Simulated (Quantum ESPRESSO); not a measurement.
## Collinear magnetic orders of CoGe with Quantum ESPRESSO

A self-consistent run ends on one state, which hangs on the start. Several orders of CoGe are started in Quantum ESPRESSO and their energies compared.

Method: PBEsol; plane waves with GBRV 1.5 PBEsol potentials, no spin-orbit coupling, in Quantum ESPRESSO 7.5.

## 1. The starting structure

It takes space group P2_13 (No. 198, cubic). Conventional cell: a = 4.579 Å, b = 4.579 Å, c = 4.579 Å, α = 90.00°, β = 90.00°, γ = 90.00°. Nearest to Co lie 7 Ge at 2.36 to 2.57 Å. Nearest to Ge lie 7 Co at 2.36 to 2.57 Å. Farther neighbours are not listed.

The cell comes from Materials Project 2023-11-01, a database of computed structures, and need not be the stable phase.

## 2. Run 1 (ferro ++++)

The signs are those of the starting moments on the seeded atoms, the atoms that are given a moment.

pw.in reads:

```
&CONTROL
  calculation = 'scf'
  prefix = 'pwscf'
  outdir = './tmp'
  pseudo_dir = './pseudo'
  disk_io = 'nowf'
/
&SYSTEM
  ibrav = 0
  celldm(1) = 8
  nat = 8
  ntyp = 2
  ecutwfc = 40
  ecutrho = 280
  nbnd = 81
  occupations = 'smearing'
  smearing = 'fd'
  degauss = 0.00367493
  nspin = 2
  starting_magnetization(1) = 0.1176
  starting_magnetization(2) = 0
/
&ELECTRONS
  conv_thr = 1.6d-08
  electron_maxstep = 150
  mixing_beta = 0.3
/
ATOMIC_SPECIES
Co     58.9332 co_pbesol_v1.2.uspp.F.UPF
Ge     72.6300 ge_pbesol_v1.4.uspp.F.UPF
CELL_PARAMETERS alat
   1.0817441127580    0.0000000000000    0.0000000000000
   0.0000000000000    1.0817441127580    0.0000000000000
   0.0000000000000    0.0000000000000    1.0817441127580
ATOMIC_POSITIONS crystal
Co      0.1368306200    0.1368306200    0.1368306200
Co      0.3631693800    0.8631693800    0.6368306200
Co      0.6368306200    0.3631693800    0.8631693800
Co      0.8631693800    0.6368306200    0.3631693800
Ge      0.8398082100    0.8398082100    0.8398082100
Ge      0.6601917900    0.1601917900    0.3398082100
Ge      0.3398082100    0.6601917900    0.1601917900
Ge      0.1601917900    0.3398082100    0.6601917900
K_POINTS automatic
8 8 8 0 0 0
```

Run with:

```bash
> OMP_NUM_THREADS=1 mpirun -n 4 pw.x -nk 4 -in pw.in > pw.out
```

What it wrote:

```text
Program PWSCF v.7.5 starts

     Message from routine setup:
     using ibrav=0 with symmetry is DISCOURAGED, use correct ibrav instead

     K-points division:     npool     =       4
     Subspace diagonalization in iterative solution of the eigenvalue problem:

     G-vector sticks info
     --------------------
     sticks:   dense  smooth     PW     G-vecs:    dense   smooth      PW
     Sum        1669     949    293                51435    22119    3743

     Using Slab Decomposition

     bravais-lattice index     =            0
     lattice parameter (alat)  =       8.0000  a.u.
     unit-cell volume          =     648.1023 (a.u.)^3
     number of atoms/cell      =            8
     number of atomic types    =            2
     number of electrons       =       124.00
     number of Kohn-Sham states=           81
     kinetic-energy cutoff     =      40.0000  Ry
     charge density cutoff     =     280.0000  Ry
     scf convergence threshold =      1.6E-08
     mixing beta               =       0.3000
     number of iterations used =            8  plain     mixing
     Exchange-correlation= SLA  PW   PSX  PSC
                           (   1   4  10   8   0   0   0)

     celldm(1)=   8.000000  celldm(2)=   0.000000  celldm(3)=   0.000000
     celldm(4)=   0.000000  celldm(5)=   0.000000  celldm(6)=   0.000000

     crystal axes: (cart. coord. in units of alat)
               a(1) = (   1.081744   0.000000   0.000000 )
               a(2) = (   0.000000   1.081744   0.000000 )
               a(3) = (   0.000000   0.000000   1.081744 )

     reciprocal axes: (cart. coord. in units 2 pi/alat)
               b(1) = (  0.924433  0.000000  0.000000 )
               b(2) = (  0.000000  0.924433  0.000000 )
               b(3) = (  0.000000  0.000000  0.924433 )

     PseudoPot. # 1 for Co read from file:
     co_pbesol_v1.2.uspp.F.UPF
     Pseudo is Ultrasoft + core correction, Zval = 17.0
     Generated by new atomic code, or converted to UPF format
     Using radial grid of  863 points,  6 beta functions with:
                l(1) =   0
                l(2) =   0
                l(3) =   1
                l(4) =   1
                l(5) =   2
                l(6) =   2
     Q(r) pseudized with  8 coefficients,  rinner =    1.200   1.200   1.200
                                                       1.200   1.200

     PseudoPot. # 2 for Ge read from file:
     ge_pbesol_v1.4.uspp.F.UPF
     Pseudo is Ultrasoft + core correction, Zval = 14.0
     Generated by new atomic code, or converted to UPF format
     Using radial grid of  873 points,  6 beta functions with:
                l(1) =   0
                l(2) =   0
                l(3) =   1
                l(4) =   1
                l(5) =   2
                l(6) =   2
     Q(r) pseudized with  8 coefficients,  rinner =    1.400   1.400   1.400
                                                       1.400   1.400

     atomic species   valence    mass     pseudopotential
     Co               17.00    58.93320     Co( 1.00)
     Ge               14.00    72.63000     Ge( 1.00)

     Starting magnetic structure
     atomic species   magnetization
     Co              0.118
     Ge              0.000

     12 Sym. Ops. (no inversion) found ( 9 have fractional translation)

   Cartesian axes

     site n.     atom                  positions (alat units)
         1        Co     tau(   1) = (   0.1480157   0.1480157   0.1480157  )
         2        Co     tau(   2) = (   0.3928563   0.9337284   0.6888878  )
         3        Co     tau(   3) = (   0.6888878   0.3928563   0.9337284  )
         4        Co     tau(   4) = (   0.9337284   0.6888878   0.3928563  )
         5        Ge     tau(   5) = (   0.9084576   0.9084576   0.9084576  )
         6        Ge     tau(   6) = (   0.7141586   0.1732865   0.3675855  )
         7        Ge     tau(   7) = (   0.3675855   0.7141586   0.1732865  )
         8        Ge     tau(   8) = (   0.1732865   0.3675855   0.7141586  )

     number of k points=    45  Fermi-Dirac smearing, width (Ry)=  0.0037
                       cart. coord. in units 2pi/alat
        k(    1) = (   0.0000000   0.0000000   0.0000000), wk =   0.0019531
        k(    2) = (   0.0000000   0.0000000   0.1155541), wk =   0.0117188
        k(    3) = (   0.0000000   0.0000000   0.2311083), wk =   0.0117188
        k(    4) = (   0.0000000   0.0000000   0.3466624), wk =   0.0117188
        k(    5) = (   0.0000000   0.0000000  -0.4622165), wk =   0.0058594
        [... 40 further k-points ...]

     Dense  grid:    51435 G-vectors     FFT dimensions: (  48,  48,  48)

     Smooth grid:    22119 G-vectors     FFT dimensions: (  36,  36,  36)

     Check: negative core charge=   -0.000026
     Generating pointlists ...
     new r_m :   0.2296 (alat units)  1.8365 (a.u.) for type    1
     new r_m :   0.2296 (alat units)  1.8365 (a.u.) for type    2

     Initial potential from superposition of free atoms

     starting charge     119.9967, renormalised to     124.0000
     Starting wfcs are   88 randomized atomic wfcs

     Self-consistent Calculation

     iteration #  1     ecut=    40.00 Ry     beta= 0.30
     Davidson diagonalization with overlap
     ethr =  1.00E-02,  avg # of iterations =  4.1

     total energy              =   -2042.04092410 Ry
     estimated scf accuracy    <      14.65397416 Ry

     total magnetization       =     4.15 Bohr mag/cell
     absolute magnetization    =     5.15 Bohr mag/cell

     iteration #  2     ecut=    40.00 Ry     beta= 0.30
     Davidson diagonalization with overlap
     ethr =  1.00E-02,  avg # of iterations =  2.1

     total energy              =   -2044.43465671 Ry
     estimated scf accuracy    <      14.56970165 Ry

     total magnetization       =     0.72 Bohr mag/cell
     absolute magnetization    =     1.52 Bohr mag/cell

     iteration #  3     ecut=    40.00 Ry     beta= 0.30
     Davidson diagonalization with overlap
     ethr =  1.00E-02,  avg # of iterations =  1.1

     total energy              =   -2045.88348141 Ry
     estimated scf accuracy    <       0.38246274 Ry

     total magnetization       =     2.67 Bohr mag/cell
     absolute magnetization    =     3.79 Bohr mag/cell

     [... further iterations left out ...]

     iteration # 12     ecut=    40.00 Ry     beta= 0.30
     Davidson diagonalization with overlap
     ethr =  1.98E-08,  avg # of iterations =  1.5

     total energy              =   -2046.01446492 Ry
     estimated scf accuracy    <       0.00000088 Ry

     total magnetization       =    -0.00 Bohr mag/cell
     absolute magnetization    =     0.01 Bohr mag/cell

     iteration # 13     ecut=    40.00 Ry     beta= 0.30
     Davidson diagonalization with overlap
     ethr =  7.13E-10,  avg # of iterations =  1.9

     total energy              =   -2046.01446518 Ry
     estimated scf accuracy    <       0.00000012 Ry

     total magnetization       =    -0.00 Bohr mag/cell
     absolute magnetization    =     0.00 Bohr mag/cell

     iteration # 14     ecut=    40.00 Ry     beta= 0.30
     Davidson diagonalization with overlap
     ethr =  9.40E-11,  avg # of iterations =  1.5

     total energy              =   -2046.01446519 Ry
     estimated scf accuracy    <       0.00000004 Ry

     total magnetization       =    -0.00 Bohr mag/cell
     absolute magnetization    =     0.00 Bohr mag/cell

     iteration # 15     ecut=    40.00 Ry     beta= 0.30
     Davidson diagonalization with overlap
     ethr =  3.53E-11,  avg # of iterations =  1.6

     Magnetic moment per site  (integrated on atomic sphere of radius R)
     atom   1 (R=0.230)  charge= 15.4214  magn=  0.0001
     atom   2 (R=0.230)  charge= 15.4214  magn=  0.0001
     atom   3 (R=0.230)  charge= 15.4214  magn=  0.0001
     atom   4 (R=0.230)  charge= 15.4214  magn=  0.0001
     atom   5 (R=0.230)  charge= 11.6497  magn= -0.0000
     atom   6 (R=0.230)  charge= 11.6497  magn= -0.0000
     atom   7 (R=0.230)  charge= 11.6497  magn= -0.0000
     atom   8 (R=0.230)  charge= 11.6497  magn= -0.0000

     End of self-consistent calculation

     [... lines left out ...]
     the Fermi energy is    17.4960 ev

!    total energy              =   -2046.01446523 Ry
     estimated scf accuracy    <          9.7E-09 Ry
     smearing contrib. (-TS)   =      -0.00145025 Ry
     internal energy E=F+TS    =   -2046.01301499 Ry

     The total energy is F=E-TS. E is the sum of the following terms:
     one-electron contribution =   -1031.51121647 Ry
     hartree contribution      =     627.86631120 Ry
     xc contribution           =    -360.94677678 Ry
     ewald contribution        =   -1281.42133294 Ry

     total magnetization       =     0.00 Bohr mag/cell
     absolute magnetization    =     0.00 Bohr mag/cell

     convergence has been achieved in  15 iterations

=------------------------------------------------------------------------------=
   JOB DONE.
=------------------------------------------------------------------------------=
```

Wall time 2.4 min (4 MPI ranks of Intel Xeon at 2.70GHz, shared host); peak memory 0.81 GiB; 9.6 min of CPU time.

Spin moment in the atom's sphere by atom:

```tsv
atom	spin moment in the atom's sphere (μB)
Co1	0.0001
Co2	0.0001
Co3	0.0001
Co4	0.0001
Ge5	0.0000
Ge6	0.0000
Ge7	0.0000
Ge8	0.0000
```

This step gave:

| Item | Value |
| --- | --- |
| smearing term TS | 0.01973 eV |
| magnetization | 0 μB |
| absolute magnetization | 0 μB |
| final state | non-magnetic |

## 3. Run 2 (antiferro ++−−)

pw.in reads:

```
&CONTROL
  calculation = 'scf'
  prefix = 'pwscf'
  outdir = './tmp'
  pseudo_dir = './pseudo'
  disk_io = 'nowf'
/
&SYSTEM
  ibrav = 0
  celldm(1) = 8
  nat = 8
  ntyp = 3
  ecutwfc = 40
  ecutrho = 280
  nbnd = 77
  occupations = 'smearing'
  smearing = 'fd'
  degauss = 0.00367493
  nspin = 2
  starting_magnetization(1) = 0.1176
  starting_magnetization(2) = -0.1176
  starting_magnetization(3) = 0
/
&ELECTRONS
  conv_thr = 1.6d-08
  electron_maxstep = 150
  mixing_beta = 0.3
/
ATOMIC_SPECIES
Co1    58.9332 co_pbesol_v1.2.uspp.F.UPF
Co2    58.9332 co_pbesol_v1.2.uspp.F.UPF
Ge     72.6300 ge_pbesol_v1.4.uspp.F.UPF
CELL_PARAMETERS alat
   1.0817441127580    0.0000000000000    0.0000000000000
   0.0000000000000    1.0817441127580    0.0000000000000
   0.0000000000000    0.0000000000000    1.0817441127580
ATOMIC_POSITIONS crystal
Co1     0.1368306200    0.1368306200    0.1368306200
Co1     0.3631693800    0.8631693800    0.6368306200
Co2     0.6368306200    0.3631693800    0.8631693800
Co2     0.8631693800    0.6368306200    0.3631693800
Ge      0.8398082100    0.8398082100    0.8398082100
Ge      0.6601917900    0.1601917900    0.3398082100
Ge      0.3398082100    0.6601917900    0.1601917900
Ge      0.1601917900    0.3398082100    0.6601917900
K_POINTS automatic
8 8 8 0 0 0
```

What it wrote:

```text
[banner, memory and clock lines left out]
Program PWSCF v.7.5 starts

     Message from routine setup:
     using ibrav=0 with symmetry is DISCOURAGED, use correct ibrav instead

     bravais-lattice index     =            0
     lattice parameter (alat)  =       8.0000  a.u.
     unit-cell volume          =     648.1023 (a.u.)^3
     number of atoms/cell      =            8
     number of atomic types    =            3
     number of electrons       =       124.00
     number of Kohn-Sham states=           77
     kinetic-energy cutoff     =      40.0000  Ry
     charge density cutoff     =     280.0000  Ry
     scf convergence threshold =      1.6E-08
     mixing beta               =       0.3000
     number of iterations used =            8  plain     mixing
     Exchange-correlation= SLA  PW   PSX  PSC
                           (   1   4  10   8   0   0   0)

     celldm(1)=   8.000000  celldm(2)=   0.000000  celldm(3)=   0.000000
     celldm(4)=   0.000000  celldm(5)=   0.000000  celldm(6)=   0.000000

     crystal axes: (cart. coord. in units of alat)
               a(1) = (   1.081744   0.000000   0.000000 )
               a(2) = (   0.000000   1.081744   0.000000 )
               a(3) = (   0.000000   0.000000   1.081744 )

     reciprocal axes: (cart. coord. in units 2 pi/alat)
               b(1) = (  0.924433  0.000000  0.000000 )
               b(2) = (  0.000000  0.924433  0.000000 )
               b(3) = (  0.000000  0.000000  0.924433 )

     PseudoPot. # 1 for Co read from file:
     co_pbesol_v1.2.uspp.F.UPF
     Pseudo is Ultrasoft + core correction, Zval = 17.0

     PseudoPot. # 2 for Co read from file:
     co_pbesol_v1.2.uspp.F.UPF
     Pseudo is Ultrasoft + core correction, Zval = 17.0

     PseudoPot. # 3 for Ge read from file:
     ge_pbesol_v1.4.uspp.F.UPF
     Pseudo is Ultrasoft + core correction, Zval = 14.0

     atomic species   valence    mass     pseudopotential
     Co1              17.00    58.93320     Co( 1.00)
     Co2              17.00    58.93320     Co( 1.00)
     Ge               14.00    72.63000     Ge( 1.00)

     Starting magnetic structure
     atomic species   magnetization
     Co1             0.118
     Co2            -0.118
     Ge              0.000

      2 Sym. Ops. (no inversion) found ( 1 have fractional translation)

   Cartesian axes

     site n.     atom                  positions (alat units)
         1        Co1    tau(   1) = (   0.1480157   0.1480157   0.1480157  )
         2        Co1    tau(   2) = (   0.3928563   0.9337284   0.6888878  )
         3        Co2    tau(   3) = (   0.6888878   0.3928563   0.9337284  )
         4        Co2    tau(   4) = (   0.9337284   0.6888878   0.3928563  )
         5        Ge     tau(   5) = (   0.9084576   0.9084576   0.9084576  )
         6        Ge     tau(   6) = (   0.7141586   0.1732865   0.3675855  )
         7        Ge     tau(   7) = (   0.3675855   0.7141586   0.1732865  )
         8        Ge     tau(   8) = (   0.1732865   0.3675855   0.7141586  )

     number of k points=   170  Fermi-Dirac smearing, width (Ry)=  0.0037

     Number of k-points >= 100: set verbosity='high' to print them.

     Dense  grid:    51435 G-vectors     FFT dimensions: (  48,  48,  48)

     Smooth grid:    22119 G-vectors     FFT dimensions: (  36,  36,  36)

     Check: negative core charge=   -0.000026
     Generating pointlists ...
     new r_m :   0.2296 (alat units)  1.8365 (a.u.) for type    1
     new r_m :   0.2296 (alat units)  1.8365 (a.u.) for type    2
     new r_m :   0.2296 (alat units)  1.8365 (a.u.) for type    3

     Initial potential from superposition of free atoms

     starting charge     119.9967, renormalised to     124.0000
     Starting wfcs are   88 randomized atomic wfcs

     Self-consistent Calculation

     iteration #  1     ecut=    40.00 Ry     beta= 0.30
     Davidson diagonalization with overlap
     ethr =  1.00E-02,  avg # of iterations =  2.6

     total energy              =   -2042.30103201 Ry
     estimated scf accuracy    <      14.06056440 Ry

     total magnetization       =     0.00 Bohr mag/cell
     absolute magnetization    =     5.70 Bohr mag/cell

     iteration #  2     ecut=    40.00 Ry     beta= 0.30
     Davidson diagonalization with overlap
     ethr =  1.00E-02,  avg # of iterations =  2.0

     total energy              =   -2044.56354141 Ry
     estimated scf accuracy    <      13.18677421 Ry

     total magnetization       =    -0.00 Bohr mag/cell
     absolute magnetization    =     1.67 Bohr mag/cell

     [... further iterations left out ...]

     iteration # 14     ecut=    40.00 Ry     beta= 0.30
     Davidson diagonalization with overlap
     ethr =  5.75E-10,  avg # of iterations =  2.0

     total energy              =   -2046.01446521 Ry
     estimated scf accuracy    <       0.00000007 Ry

     total magnetization       =    -0.00 Bohr mag/cell
     absolute magnetization    =     0.00 Bohr mag/cell

     iteration # 15     ecut=    40.00 Ry     beta= 0.30
     Davidson diagonalization with overlap
     ethr =  5.26E-11,  avg # of iterations =  2.0

     Magnetic moment per site  (integrated on atomic sphere of radius R)
     atom   1 (R=0.230)  charge= 15.4214  magn=  0.0000
     atom   2 (R=0.230)  charge= 15.4214  magn=  0.0000
     atom   3 (R=0.230)  charge= 15.4214  magn= -0.0001
     atom   4 (R=0.230)  charge= 15.4214  magn= -0.0001
     atom   5 (R=0.230)  charge= 11.6497  magn=  0.0000
     atom   6 (R=0.230)  charge= 11.6497  magn=  0.0000
     atom   7 (R=0.230)  charge= 11.6497  magn= -0.0000
     atom   8 (R=0.230)  charge= 11.6497  magn= -0.0000

     End of self-consistent calculation

     Number of k-points >= 100: set verbosity='high' to print the bands.

     the Fermi energy is    17.4961 ev

!    total energy              =   -2046.01446524 Ry
     estimated scf accuracy    <          9.6E-09 Ry
     smearing contrib. (-TS)   =      -0.00145034 Ry
     internal energy E=F+TS    =   -2046.01301490 Ry

     The total energy is F=E-TS. E is the sum of the following terms:
     one-electron contribution =   -1031.50972233 Ry
     hartree contribution      =     627.86471325 Ry
     xc contribution           =    -360.94667288 Ry
     ewald contribution        =   -1281.42133294 Ry

     total magnetization       =    -0.00 Bohr mag/cell
     absolute magnetization    =     0.00 Bohr mag/cell

     convergence has been achieved in  15 iterations
```

It took 7.4 min on 4 MPI ranks; peak memory 1.6 GiB; 29 min of CPU time.

Spin moment in the atom's sphere by atom:

```tsv
atom	spin moment in the atom's sphere (μB)
Co1	0.0000
Co2	0.0000
Co3	-0.0001
Co4	-0.0001
Ge5	0.0000
Ge6	0.0000
Ge7	0.0000
Ge8	0.0000
```

This step gave:

```yaml
smearing_term_ts: 0.01973 eV
magnetization: 0 μB
absolute_magnetization: 0 μB
final_state: non-magnetic
```

## 4. Ranking

An order is kept where moments of 0.15 μB or more survive with the typed signs; meshes match where a doubled cell samples the same k points as the first cell.

Orders:

```tsv
start	final state	typed order kept	energy over the lowest (meV a seeded atom)	largest site moment (μB)	net moment (μB a cell of the first run)	mesh matched	CPU time (s)
ferro ++++	non-magnetic	no	0	0	0	yes	573.6
antiferro ++--	non-magnetic	no	0	0	0	yes	1766
```

## 5. Results

| Quantity | Value |
| --- | --- |
| lowest state found | non-magnetic (from ferro ++++ and antiferro ++--) |
| largest site moment | 0 μB |

**Reading.** The lowest state carries no moment, and no start kept one. This is the lowest of 2 collinear or spinless starts, no proof of the ground state.

[Logs and program files are shortened in this print: banners, set-up blocks, solver, clock and traceback lines can be left out without a mark of their own.]

[Logs are printed without paths, hosts, clocks, repeated set-up lines and the standing remarks that a program may print on its own settings, such as how far it seeks lower states.]

[Hosts, paths, dates, database ids (printed as entryN), source tags and the programs' standing remarks are cut or masked in the printed files.]

[Where a cell is said to come from a database of computed structures, the database is the Materials Project.]
